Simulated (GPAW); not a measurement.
# Ballistic transport through a W chain with two N atoms in line, from relaxation to T(E)

Aim: the conductance of a W chain with two N atoms in line after relaxation, and whether geometry, basis or functional moves it most.

Program: GPAW 26.7.0. Level of theory: GPAW LCAO, PAW setups; relaxation of the junction within the symmetry of its start, lead ends held, in the first sound run; inputs show where later runs differ. Results are calculated unless marked as measured.

This is a report of a sequence of runs, with most program output left out.

### 1. The structure

The cell holds 18 atoms: 16 W and 2 N. Cell: a = 9.000 Å, b = 9.000 Å, c = 38.518 Å, α = 90.0°, β = 90.0°, γ = 90.0°. Regions: left lead, 8 atoms (8 W); channel, 2 atoms (2 N); right lead, 8 atoms (8 W). Vacuum lies along a and b. The structure is stacked along c, and the current runs across the ab planes.

### 2. Relaxation

Transmission follows bond lengths closely, so the atoms between the held lead ends are relaxed first, within whatever symmetry the start has.

The input, run.py:

```python
import json
from ase import Atoms
from ase.constraints import FixAtoms
from ase.optimize import BFGS
from gpaw import GPAW, FermiDirac

device = Atoms(
    ['W', 'W', 'W', 'W', 'W', 'W', 'W', 'W', 'N', 'N', 'W', 'W', 'W', 'W', 'W', 'W', 'W', 'W'],
    positions=[
        [4.50000, 4.50000, 1.12500],
        [4.50000, 4.50000, 3.37500],
        [4.50000, 4.50000, 5.62500],
        [4.50000, 4.50000, 7.87500],
        [4.50000, 4.50000, 10.12500],
        [4.50000, 4.50000, 12.37500],
        [4.50000, 4.50000, 14.62500],
        [4.50000, 4.50000, 16.87500],
        [4.50000, 4.50000, 18.59880],
        [4.50000, 4.50000, 19.91880],
        [4.50000, 4.50000, 21.64260],
        [4.50000, 4.50000, 23.89260],
        [4.50000, 4.50000, 26.14260],
        [4.50000, 4.50000, 28.39260],
        [4.50000, 4.50000, 30.64260],
        [4.50000, 4.50000, 32.89260],
        [4.50000, 4.50000, 35.14260],
        [4.50000, 4.50000, 37.39260]],
    cell=[[9.0, 0.0, 0.0], [0.0, 9.0, 0.0], [0.0, 0.0, 38.5176]],
    pbc=True)

device.set_constraint(FixAtoms([0, 1, 2, 3, 4, 5, 6, 11, 12, 13, 14, 15, 16, 17]))
device.calc = GPAW(mode='lcao', basis='dzp', xc='PBE', h=0.18,
                   kpts={'size': (1, 1, 2), 'gamma': True},
                   symmetry={'tolerance': 1e-3, 'extra_ids': [1, 1, 1, 1, 1, 1, 1, 0, 0, 0, 0, 1, 1, 1, 1, 1, 1, 1]},
                   occupations=FermiDirac(0.1), maxiter=250,
                   mixer=dict(beta=0.1, nmaxold=8, weight=100.0),
                   convergence=dict(density=0.0001), txt='relax.txt')
path = []
opt = BFGS(device, maxstep=0.15)
opt.attach(lambda: path.append((device.get_potential_energy(), device.positions.tolist(), device.get_forces().tolist())))
relaxed = bool(opt.run(fmax=0.05, steps=50))
json.dump(dict(relaxed=relaxed, path=path, positions=device.positions.tolist(), moments=device.get_magnetic_moments().tolist(),
               forces=device.get_forces(apply_constraint=False).tolist()), open('result.json', 'w'))
```

Launch:

```bash
$ OMP_NUM_THREADS=1 OPENBLAS_NUM_THREADS=1 python run.py
```

Elapsed: 14 min, on 1 thread of Arm Neoverse V1, shared host; peak memory 1.9 GiB.

Relaxation path:

| step | energy less that of the first step (eV) | largest force (eV/Å) |
| --- | --- | --- |
| 1 | 0.0000 | 7.4316 |
| 2 | -0.2742 | 10.6828 |
| 3 | -0.7107 | 2.1208 |
| 4 | -0.7419 | 0.6485 |
| 5 | -0.7448 | 0.0895 |
| 6 | -0.7448 | 0.0325 |

The atoms that moved most (Å):

| atom | dx | dy | dz | length |
| --- | --- | --- | --- | --- |
| W8 | 0.000 | 0.000 | -0.074 | 0.074 |
| W11 | 0.000 | 0.000 | 0.074 | 0.074 |
| N10 | 0.000 | 0.000 | -0.057 | 0.057 |
| N9 | 0.000 | 0.000 | 0.057 | 0.057 |

The relaxation lowered the energy of the cell by 0.745 eV (energies extrapolated to zero smearing; the optimiser's log prints free energies). The largest force left on a free atom is 0.033 eV/Å.

### 3. GPAW, dzp

Localised orbitals split the wire into layers that couple to their neighbours alone, which is what the Green's function method needs; double zeta with polarisation is the usual level for numbers.

This step: GPAW LCAO, PAW setups; Landauer transmission from Green's functions with principal layers (ASE), zero bias (GPAW 26.7.0).

The input, run.py:

```python
import json
import numpy as np
from ase import Atoms
from ase.transport.calculators import TransportCalculator
from gpaw import GPAW, FermiDirac
from gpaw.lcao.tools import get_lcao_hamiltonian
from scipy.linalg import eigh

# The junction with lead layers at both ends, along the third cell vector
device = Atoms(
    ['W', 'W', 'W', 'W', 'W', 'W', 'W', 'W', 'N', 'N', 'W', 'W', 'W', 'W', 'W', 'W', 'W', 'W'],
    positions=[
        [4.50000, 4.50000, 1.12500],
        [4.50000, 4.50000, 3.37500],
        [4.50000, 4.50000, 5.62500],
        [4.50000, 4.50000, 7.87500],
        [4.50000, 4.50000, 10.12500],
        [4.50000, 4.50000, 12.37500],
        [4.50000, 4.50000, 14.62500],
        [4.50000, 4.50000, 16.80111],
        [4.50000, 4.50000, 18.65625],
        [4.50000, 4.50000, 19.86135],
        [4.50000, 4.50000, 21.71649],
        [4.50000, 4.50000, 23.89260],
        [4.50000, 4.50000, 26.14260],
        [4.50000, 4.50000, 28.39260],
        [4.50000, 4.50000, 30.64260],
        [4.50000, 4.50000, 32.89260],
        [4.50000, 4.50000, 35.14260],
        [4.50000, 4.50000, 37.39260]],
    cell=[[9.0, 0.0, 0.0], [0.0, 9.0, 0.0], [0.0, 0.0, 38.5176]],
    pbc=True)

# One principal layer of the lead: the first 5 atoms of the device
lead = Atoms(
    ['W', 'W', 'W', 'W', 'W'],
    positions=[
        [4.50000, 4.50000, 1.12500],
        [4.50000, 4.50000, 3.37500],
        [4.50000, 4.50000, 5.62500],
        [4.50000, 4.50000, 7.87500],
        [4.50000, 4.50000, 10.12500]],
    cell=[[9.0, 0.0, 0.0], [0.0, 9.0, 0.0], [0.0, 0.0, 11.25]],
    pbc=True)

settings = dict(mode='lcao', basis='dzp', xc='PBE', h=0.18,
                occupations=FermiDirac(0.1), maxiter=250,
                mixer=dict(beta=0.1, nmaxold=8, weight=100.0),
                convergence=dict(density=0.0001))
energies = np.arange(-2, 2 + 1e-9, 0.025)
eta = 0.0001
n1, n2 = 1, 1
# k and -k transmit alike, so half of the mesh across the current serves
mesh = [(i, j) for i in range(n1) for j in range(n2) if (i, j) <= (-i % n1, -j % n2)]
weights = np.array([1 if (i, j) == (-i % n1, -j % n2) else 2 for i, j in mesh]) / (n1 * n2)

# [... helper functions left out ...]
fermi_lead = ground_state(lead, (1, 1, 10), 'lead.txt')
fermi_device = ground_state(device, (1, 1, 2), 'device.txt')
# [... loop over the mesh left out, but for ...]
        # Shift the lead onto the potential of the device's first layer
        shift = ((H[:, 0, 0] - H0[:, 0, 0]) / S0[0, 0]).real.mean()
# [...]
kT = 8.617333e-5 * 300
bias = [0.1, 0.2, 0.5, 1.0, 1.5, 2.0]
# [... integrals and printing left out ...]
```

Elapsed: 5.9 min, on 1 thread; peak memory 2.2 GiB.

Numbers from this step:

| Item | Value |
| --- | --- |
| conductance | 2.058 G₀ |
| largest coupling past the next principal layer | 7.88e-6 eV |
| largest misfit of the first principal layer | 0.06667 eV |
| shift that aligns the lead | 0.007661 eV |
| basis functions of the junction | 490 |
| basis functions of a principal layer | 145 |
| transmission at the Fermi level (one spin) | 2.059 |

One spin. The transmission, zone mean by energy, zero at the Fermi level:

energy (eV), transmission, zone mean and a bar:
```
   -2.000       1.44 #####################
   -1.900       1.46 #####################
   -1.800       1.47 #####################
   -1.700       1.47 #####################
   -1.600       1.48 #####################
   -1.500       1.48 #####################
   -1.400       1.49 #####################
   -1.300       1.51 ######################
   -1.200       1.54 ######################
   -1.100       1.58 #######################
   -1.000       1.63 ########################
   -0.900       1.68 ########################
   -0.800       1.75 #########################
   -0.700       1.81 ##########################
   -0.600       1.87 ###########################
   -0.500       1.92 ############################
   -0.400       1.97 #############################
   -0.300       2.01 #############################
   -0.200       2.03 ##############################
   -0.100       2.05 ##############################
    0.000       2.06 ##############################
    0.075       2.06 ##############################
    0.100       2.06 ##############################
    0.200       2.06 ##############################
    0.300       2.04 ##############################
    0.400       2.03 ##############################
    0.500       2.00 #############################
    0.600       1.97 #############################
    0.700       1.93 ############################
    0.800       1.88 ###########################
    0.900       1.83 ###########################
    1.000       1.77 ##########################
    1.100       1.70 #########################
    1.200       1.64 ########################
    1.300       1.56 ######################
    1.400       1.47 #####################
    1.500       1.37 ####################
    1.600       1.23 ##################
    1.700       0.72 ##########
    1.800       0.07 
    1.900       0.07 
    2.000       0.07
```

Not self-consistent under bias; the bias window is split evenly. Current through one cell, from the zero-bias transmission against bias:

| bias (V) | current through one cell, from the zero-bias transmission (μA) |
| --- | --- |
| 0.100 | 15.9 |
| 0.200 | 31.9 |
| 0.500 | 79.4 |
| 1.000 | 157 |
| 1.500 | 231 |
| 2.000 | 299 |

Table of transmission of the three most open eigenchannels by energy, zero at the Fermi level:

| energy (eV) | channel 1 | channel 2 | channel 3 |
| --- | --- | --- | --- |
| -2.000 | 0.691 | 0.691 | 0.0566 |
| -1.800 | 0.704 | 0.704 | 0.0573 |
| -1.600 | 0.708 | 0.708 | 0.0572 |
| -1.400 | 0.718 | 0.718 | 0.0575 |
| -1.200 | 0.741 | 0.741 | 0.0582 |
| -1.000 | 0.784 | 0.784 | 0.0590 |
| -0.800 | 0.842 | 0.842 | 0.0596 |
| -0.600 | 0.903 | 0.903 | 0.0601 |
| -0.400 | 0.954 | 0.954 | 0.0602 |
| -0.200 | 0.985 | 0.985 | 0.0598 |
| 0.000 | 0.998 | 0.998 | 0.0591 |
| 0.200 | 0.997 | 0.997 | 0.0579 |
| 0.400 | 0.983 | 0.983 | 0.0565 |
| 0.600 | 0.956 | 0.956 | 0.0551 |
| 0.800 | 0.912 | 0.912 | 0.0539 |
| 1.000 | 0.854 | 0.854 | 0.0530 |
| 1.200 | 0.787 | 0.787 | 0.0525 |
| 1.400 | 0.705 | 0.705 | 0.0525 |
| 1.600 | 0.585 | 0.585 | 0.0527 |
| 1.800 | 0.0530 | 0.0131 | 5.5e-5 |
| 2.000 | 0.0534 | 0.0118 | 1.3e-7 |

Couplings past the next layer reach 7.9e-6 eV, small enough to drop; the matrix elements of the cell's first layer differ from the bulk lead's by up to 0.067 eV. That layer keeps its own values in the calculation, and only beyond it is the lead taken as perfect. The Fermi levels of lead and junction count from different zeros of potential, one for each periodic cell; with both set to zero, the small remaining shift is what aligns them. Without spin-orbit coupling, which is large for these atoms, channel counts and T are those of the scalar-relativistic bands. By hand: G = 2.058 × 77.48 μS = 159 μS, a resistance of 6.27 kΩ; at 0.1 V a linear junction would pass 15.9 μA, and the integral over the bias window gives 15.9 μA.

### 4. GPAW, szp: basis = "szp(dzp)"

One radial function a shell plus polarisation makes the matrices smaller; the question is what that costs.

Changes to run.py since step 3:

```diff
@@ -45,3 +45,3 @@
 
-settings = dict(mode='lcao', basis='dzp', xc='PBE', h=0.18,
+settings = dict(mode='lcao', basis='szp(dzp)', xc='PBE', h=0.18,
                 occupations=FermiDirac(0.1), maxiter=250,
```

Wall time 3.3 min (1 thread); peak memory 2.1 GiB.

This step gave:

```yaml
largest_misfit_of_the_first_principal_layer: 0.05703 eV
shift_that_aligns_the_lead: 0.01030 eV
basis_functions_of_the_junction: 274
basis_functions_of_a_principal_layer: 80
open_channels_of_the_lead_at_the_fermi_level_one_spin: 6
```

One spin. The transmission, zone mean by energy, zero at the Fermi level:

| energy (eV) | transmission, zone mean |
| --- | --- |
| -2.000 | 1.45 |
| -1.900 | 1.47 |
| -1.800 | 1.49 |
| -1.700 | 1.50 |
| -1.600 | 1.51 |
| -1.500 | 1.52 |
| -1.400 | 1.53 |
| -1.300 | 1.55 |
| -1.200 | 1.58 |
| -1.100 | 1.62 |
| -1.000 | 1.67 |
| -0.900 | 1.72 |
| -0.800 | 1.78 |
| -0.700 | 1.84 |
| -0.600 | 1.90 |
| -0.500 | 1.95 |
| -0.400 | 1.99 |
| -0.300 | 2.02 |
| -0.200 | 2.04 |
| -0.100 | 2.05 |
| 0.000 | 2.06 |
| 0.025 | 2.06 |
| 0.100 | 2.06 |
| 0.200 | 2.05 |
| 0.300 | 2.04 |
| 0.400 | 2.02 |
| 0.500 | 2.00 |
| 0.600 | 1.97 |
| 0.700 | 1.93 |
| 0.800 | 1.88 |
| 0.900 | 1.83 |
| 1.000 | 1.77 |
| 1.100 | 1.72 |
| 1.200 | 1.66 |
| 1.300 | 1.61 |
| 1.400 | 1.55 |
| 1.500 | 1.47 |
| 1.600 | 1.41 |
| 1.700 | 1.60 |
| 1.725 | 1.66 |
| 1.800 | 0.0570 |
| 1.900 | 0.0567 |
| 2.000 | 0.0564 |

Crossings of the lead's bands, unfolded to its shortest repeat. Table of open channels, zone mean by energy, zero at the Fermi level:

| energy (eV) | open channels, zone mean |
| --- | --- |
| -2.000 | 4 |
| -1.900 | 4 |
| -1.800 | 4 |
| -1.700 | 4 |
| -1.600 | 4 |
| -1.500 | 4 |
| -1.400 | 4 |
| -1.300 | 4 |
| -1.200 | 4 |
| -1.100 | 4 |
| -1.000 | 4 |
| -0.900 | 4 |
| -0.800 | 4 |
| -0.700 | 6 |
| -0.600 | 6 |
| -0.500 | 6 |
| -0.400 | 6 |
| -0.300 | 6 |
| -0.200 | 6 |
| -0.100 | 6 |
| 0.000 | 6 |
| 0.100 | 6 |
| 0.200 | 6 |
| 0.300 | 6 |
| 0.400 | 6 |
| 0.500 | 6 |
| 0.600 | 6 |
| 0.700 | 6 |
| 0.800 | 6 |
| 0.900 | 6 |
| 1.000 | 6 |
| 1.100 | 6 |
| 1.200 | 6 |
| 1.300 | 6 |
| 1.400 | 6 |
| 1.500 | 6 |
| 1.600 | 6 |
| 1.700 | 6 |
| 1.800 | 4 |
| 1.900 | 2 |
| 2.000 | 2 |

Not self-consistent under bias; the bias window is split evenly. The current through one cell, from the zero-bias transmission by bias:

| bias (V) | current through one cell, from the zero-bias transmission (μA) |
| --- | --- |
| 0.100 | 15.9 |
| 0.200 | 31.9 |
| 0.500 | 79.5 |
| 1.000 | 157 |
| 1.500 | 232 |
| 2.000 | 301 |

The transmission of the three most open eigenchannels by energy, zero at the Fermi level:

| energy (eV) | channel 1 | channel 2 | channel 3 |
| --- | --- | --- | --- |
| -2.000 | 0.698 | 0.698 | 0.0563 |
| -1.800 | 0.714 | 0.714 | 0.0579 |
| -1.600 | 0.724 | 0.724 | 0.0584 |
| -1.400 | 0.737 | 0.737 | 0.0588 |
| -1.200 | 0.762 | 0.762 | 0.0593 |
| -1.000 | 0.804 | 0.804 | 0.0599 |
| -0.800 | 0.861 | 0.861 | 0.0603 |
| -0.600 | 0.918 | 0.918 | 0.0605 |
| -0.400 | 0.963 | 0.963 | 0.0604 |
| -0.200 | 0.989 | 0.989 | 0.0599 |
| 0.000 | 0.999 | 0.999 | 0.0590 |
| 0.200 | 0.996 | 0.996 | 0.0578 |
| 0.400 | 0.982 | 0.982 | 0.0564 |
| 0.600 | 0.955 | 0.955 | 0.0550 |
| 0.800 | 0.912 | 0.912 | 0.0538 |
| 1.000 | 0.859 | 0.859 | 0.0527 |
| 1.200 | 0.803 | 0.803 | 0.0520 |
| 1.400 | 0.745 | 0.745 | 0.0516 |
| 1.600 | 0.679 | 0.679 | 0.0514 |
| 1.800 | 0.0513 | 0.00553 | 4.9e-5 |
| 2.000 | 0.0513 | 0.00511 | 7.8e-9 |

The conductance equals that of the dzp run to 0.2 %.

### 5. Minimal basis

One function for each valence shell of the setup, as for a first survey of a large system.

Changes to run.py since step 4:

```diff
@@ -45,3 +45,3 @@
 
-settings = dict(mode='lcao', basis='szp(dzp)', xc='PBE', h=0.18,
+settings = dict(mode='lcao', basis='sz(dzp)', xc='PBE', h=0.18,
                 occupations=FermiDirac(0.1), maxiter=250,
```

The job ended after 2.4 min (1 thread; peak memory 2 GiB).

Numbers from this step:

```
conductance                                 : 2.059 G₀
largest misfit of the first principal layer : 0.04050 eV
shift that aligns the lead                  : 0.008578 eV
basis functions of the junction             : 216
basis functions of a principal layer        : 65
```

One spin. The transmission, zone mean by energy, zero at the Fermi level:

energy (eV), transmission, zone mean and a bar:
```
   -2.000       1.46 #####################
   -1.900       1.48 #####################
   -1.800       1.50 ######################
   -1.700       1.51 ######################
   -1.600       1.52 ######################
   -1.500       1.53 ######################
   -1.400       1.55 ######################
   -1.300       1.57 #######################
   -1.200       1.60 #######################
   -1.100       1.64 ########################
   -1.000       1.69 ########################
   -0.900       1.74 #########################
   -0.800       1.80 ##########################
   -0.700       1.86 ###########################
   -0.600       1.92 ############################
   -0.500       1.96 #############################
   -0.400       2.00 #############################
   -0.300       2.03 ##############################
   -0.200       2.05 ##############################
   -0.100       2.06 ##############################
   -0.050       2.06 ##############################
    0.000       2.06 ##############################
    0.100       2.05 ##############################
    0.200       2.04 ##############################
    0.300       2.02 #############################
    0.400       2.00 #############################
    0.500       1.97 #############################
    0.600       1.94 ############################
    0.700       1.89 ###########################
    0.800       1.84 ###########################
    0.900       1.78 ##########################
    1.000       1.72 #########################
    1.100       1.66 ########################
    1.200       1.59 #######################
    1.300       1.53 ######################
    1.400       1.47 #####################
    1.500       1.40 ####################
    1.600       1.33 ###################
    1.700       1.30 ###################
    1.800       1.12 ################
    1.900       0.06 
    2.000       0.06
```

The conductance equals that of the dzp run to 0.2 %.

### 6. revPBE in the dzp basis: xc = "revPBE"

Back in the dzp basis, the functional changes from PBE to revPBE, to set the spread between functionals beside that between bases.

Changes to run.py since step 5:

```diff
@@ -45,3 +45,3 @@
 
-settings = dict(mode='lcao', basis='sz(dzp)', xc='PBE', h=0.18,
+settings = dict(mode='lcao', basis='dzp', xc='revPBE', h=0.18,
                 occupations=FermiDirac(0.1), maxiter=250,
```

It took 6 min on 1 thread; peak memory 2.2 GiB.

This step gave:

```yaml
largest_coupling_past_the_next_principal_layer: 7.84e-6 eV
largest_misfit_of_the_first_principal_layer: 0.07006 eV
shift_that_aligns_the_lead: 0.006312 eV
basis_functions_of_the_junction: 490
basis_functions_of_a_principal_layer: 145
```

The conductance equals that of the dzp run to 0.2 %.

### 7. The structure as built: geometry = "as built"

The dzp basis with PBE on the structure as first built shows what the relaxation was worth.

Changes to run.py since step 6:

```diff
@@ -19,6 +19,6 @@
         [4.50000, 4.50000, 14.62500],
-        [4.50000, 4.50000, 16.80111],
-        [4.50000, 4.50000, 18.65625],
-        [4.50000, 4.50000, 19.86135],
-        [4.50000, 4.50000, 21.71649],
+        [4.50000, 4.50000, 16.87500],
+        [4.50000, 4.50000, 18.59880],
+        [4.50000, 4.50000, 19.91880],
+        [4.50000, 4.50000, 21.64260],
         [4.50000, 4.50000, 23.89260],
@@ -45,3 +45,3 @@
 
-settings = dict(mode='lcao', basis='dzp', xc='revPBE', h=0.18,
+settings = dict(mode='lcao', basis='dzp', xc='PBE', h=0.18,
                 occupations=FermiDirac(0.1), maxiter=250,
```

Elapsed: 5.8 min, on 1 thread; peak memory 2.2 GiB.

Numbers from this step:

```
conductance                                    : 1.881 G₀
largest coupling past the next principal layer : 7.88e-6 eV
largest misfit of the first principal layer    : 0.05493 eV
shift that aligns the lead                     : -0.006415 eV
transmission at the Fermi level (one spin)     : 1.882
```

The conductance, 1.88 G₀, lies 8.6 % below that of the dzp run.

### 8. Cost and result by level

Times are for 1 thread of Arm Neoverse V1, shared host. The runs compared:

| no. | run | conductance (G₀) | time | memory (GiB) |
| --- | --- | --- | --- | --- |
| 1 | dzp | 2.058 | 5.9 min | 2.2 |
| 2 | szp | 2.058 | 3.3 min | 2.1 |
| 3 | sz | 2.059 | 2.4 min | 2.0 |
| 4 | dzp revPBE | 2.059 | 6 min | 2.2 |
| 5 | asbuilt | 1.881 | 5.8 min | 2.2 |

(Continued in part 2 of 2.)

[Logs are printed without paths, hosts, clocks, repeated set-up lines and the standing remarks that a program may print on its own settings, such as how far it seeks lower states.]

[Hosts, paths, dates, database ids (printed as entryN), source tags and the programs' standing remarks are cut or masked in the printed files.]
